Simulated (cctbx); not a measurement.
## What is wrong with this refinement?

Cell a = 16.9450 Å, b = 4.7470 Å, c = 7.1700 Å, α = 90.00°, β = 114.00°, γ = 90.00°; space group C2/m (no. 12). The compound is La2Ce2LuZn2Cu2Sn2.

Simulated single-crystal data (cctbx): Mo Kα, λ = 0.71073 Å, to d = 0.77 Å, 95 % of the full sphere, strongest reflection 40000 counts, noise from counting, a 6 % proportional error and a noise floor of 2 counts (s.d.); no absorption.

An anisotropic refinement with weights 1/σ² prints:

```text
Rint 0.044, 681 unique reflections to 0.77 A
cycle     R1     wR2    GooF  max shift (A)
   1  0.5575  0.8700  19.577   0.02122
   3  0.2306  0.5089  11.452   0.00014
final R1 0.2306 wR2 0.5089 GooF 11.452  parameters 34  data/parameter 20.0
atom        x        y        z      Ueq    occ   su(xyz)  su(Uiso or U11)
Lu1    0.00000  0.00000  0.00000  -0.0186  1.000  0.00000  0.0021  NPD
Ce1    0.27825  0.50000  0.80066  -0.0161  1.000  0.00058  0.0020  NPD
La1    0.37191  0.50000  0.35336  -0.0183  1.000  0.00060  0.0020  NPD
Cu1    0.49026  0.00000  0.70276  -0.0404  1.000  0.00072  0.0024  NPD
Zn1    0.15955  0.50000  0.97286  -0.0148  1.000  0.00135  0.0040  NPD
Sn1    0.18395  0.50000  0.37997   0.0096  1.000  0.00123  0.0038
difference map: max 114.96 min -12.70 rms 8.41
Q1    0.0000  0.0000  0.0000    2  114.96  0.00 A from Lu1
Q2    0.0109  0.5000  0.2960    4   99.14  0.02 A from Cu1
Q3    0.2216  0.0000  0.2038    4   86.57  0.03 A from Ce1
Q4    0.1307  0.0000  0.6402    4   78.33  0.08 A from La1
Q5    0.1671  0.5000  0.9887    4   49.92  0.13 A from Zn1
Q6    0.1847  0.5000  0.3790    4   23.48  0.02 A from Sn1
```

Q: Accept it or mend it, and why?

Mend it. The fault: elements exchanged: Sn1 is Cu and Cu1 is Sn. Against the right model at the same level, R1 goes from 0.0154 to 0.2306 and GooF from 0.92 to 11.45, U of Zn1 shrinks from 0.0069 to -0.0148 Å², U of Ce1 shrinks from 0.0060 to -0.0161 Å², U of Cu1 shrinks from 0.0058 to -0.0404 Å², U of La1 shrinks from 0.0048 to -0.0183 Å², the top difference peak, 115.0 e/Å³, lies on Lu1 and Lu1, Ce1, La1, Cu1 and Zn1 go non-positive-definite. Sn1 has 21 electrons too many and its U swells to shed them, as expected; Cu1 has 21 electrons too few and its U shrinks to make up, as expected.

The compound is La2Ce2LuZn2Cu2Sn2. The right model at the same level gives:

```text
Rint 0.044, 681 unique reflections to 0.77 A
cycle     R1     wR2    GooF  max shift (A)
   1  0.0156  0.0413   0.929   0.00012
   2  0.0154  0.0408   0.917   0.00000
final R1 0.0154 wR2 0.0408 GooF 0.917  parameters 34  data/parameter 20.0
atom        x        y        z      Ueq    occ   su(xyz)  su(Uiso or U11)
Lu1    0.00000  0.00000  0.00000   0.0041  1.000  0.00000  0.0002
Ce1    0.27831  0.50000  0.80040   0.0060  1.000  0.00004  0.0002
La1    0.37172  0.50000  0.35410   0.0048  1.000  0.00004  0.0002
Sn1    0.49005  0.00000  0.70278   0.0058  1.000  0.00005  0.0002
Zn1    0.16057  0.50000  0.97504   0.0069  1.000  0.00009  0.0003
Cu1    0.18419  0.50000  0.38039   0.0069  1.000  0.00010  0.0003
difference map: max 0.88 min -1.27 rms 0.27
Q1    0.0800  0.2738  0.6821    8    0.89  1.61 A from La1
Q2    0.2265  0.2565  0.3244    8    0.88  1.49 A from Ce1
Q3    0.1973  0.3861  0.3409    8    0.87  0.69 A from Cu1
Q4    0.2383  0.5000  0.9499    4    0.87  1.40 A from Zn1
Q5    0.0727  0.0000  0.4674    4    0.87  1.24 A from La1
Q6    0.0195  0.3091  0.8719    8    0.77  1.43 A from Sn1
```

Isotropic U is held between 0.0001 and 1 Å² by the program, and listed peak heights are interpolated, so they can pass the grid's maximum.

The model is made up (kin elements in a known structure type, no relaxation), so it says nothing on whether the phase exists.

[Middle refinement cycles are left out of these outputs.]

[Logs are printed without paths, hosts, clocks, repeated set-up lines and the standing remarks that a program may print on its own settings, such as how far it seeks lower states.]
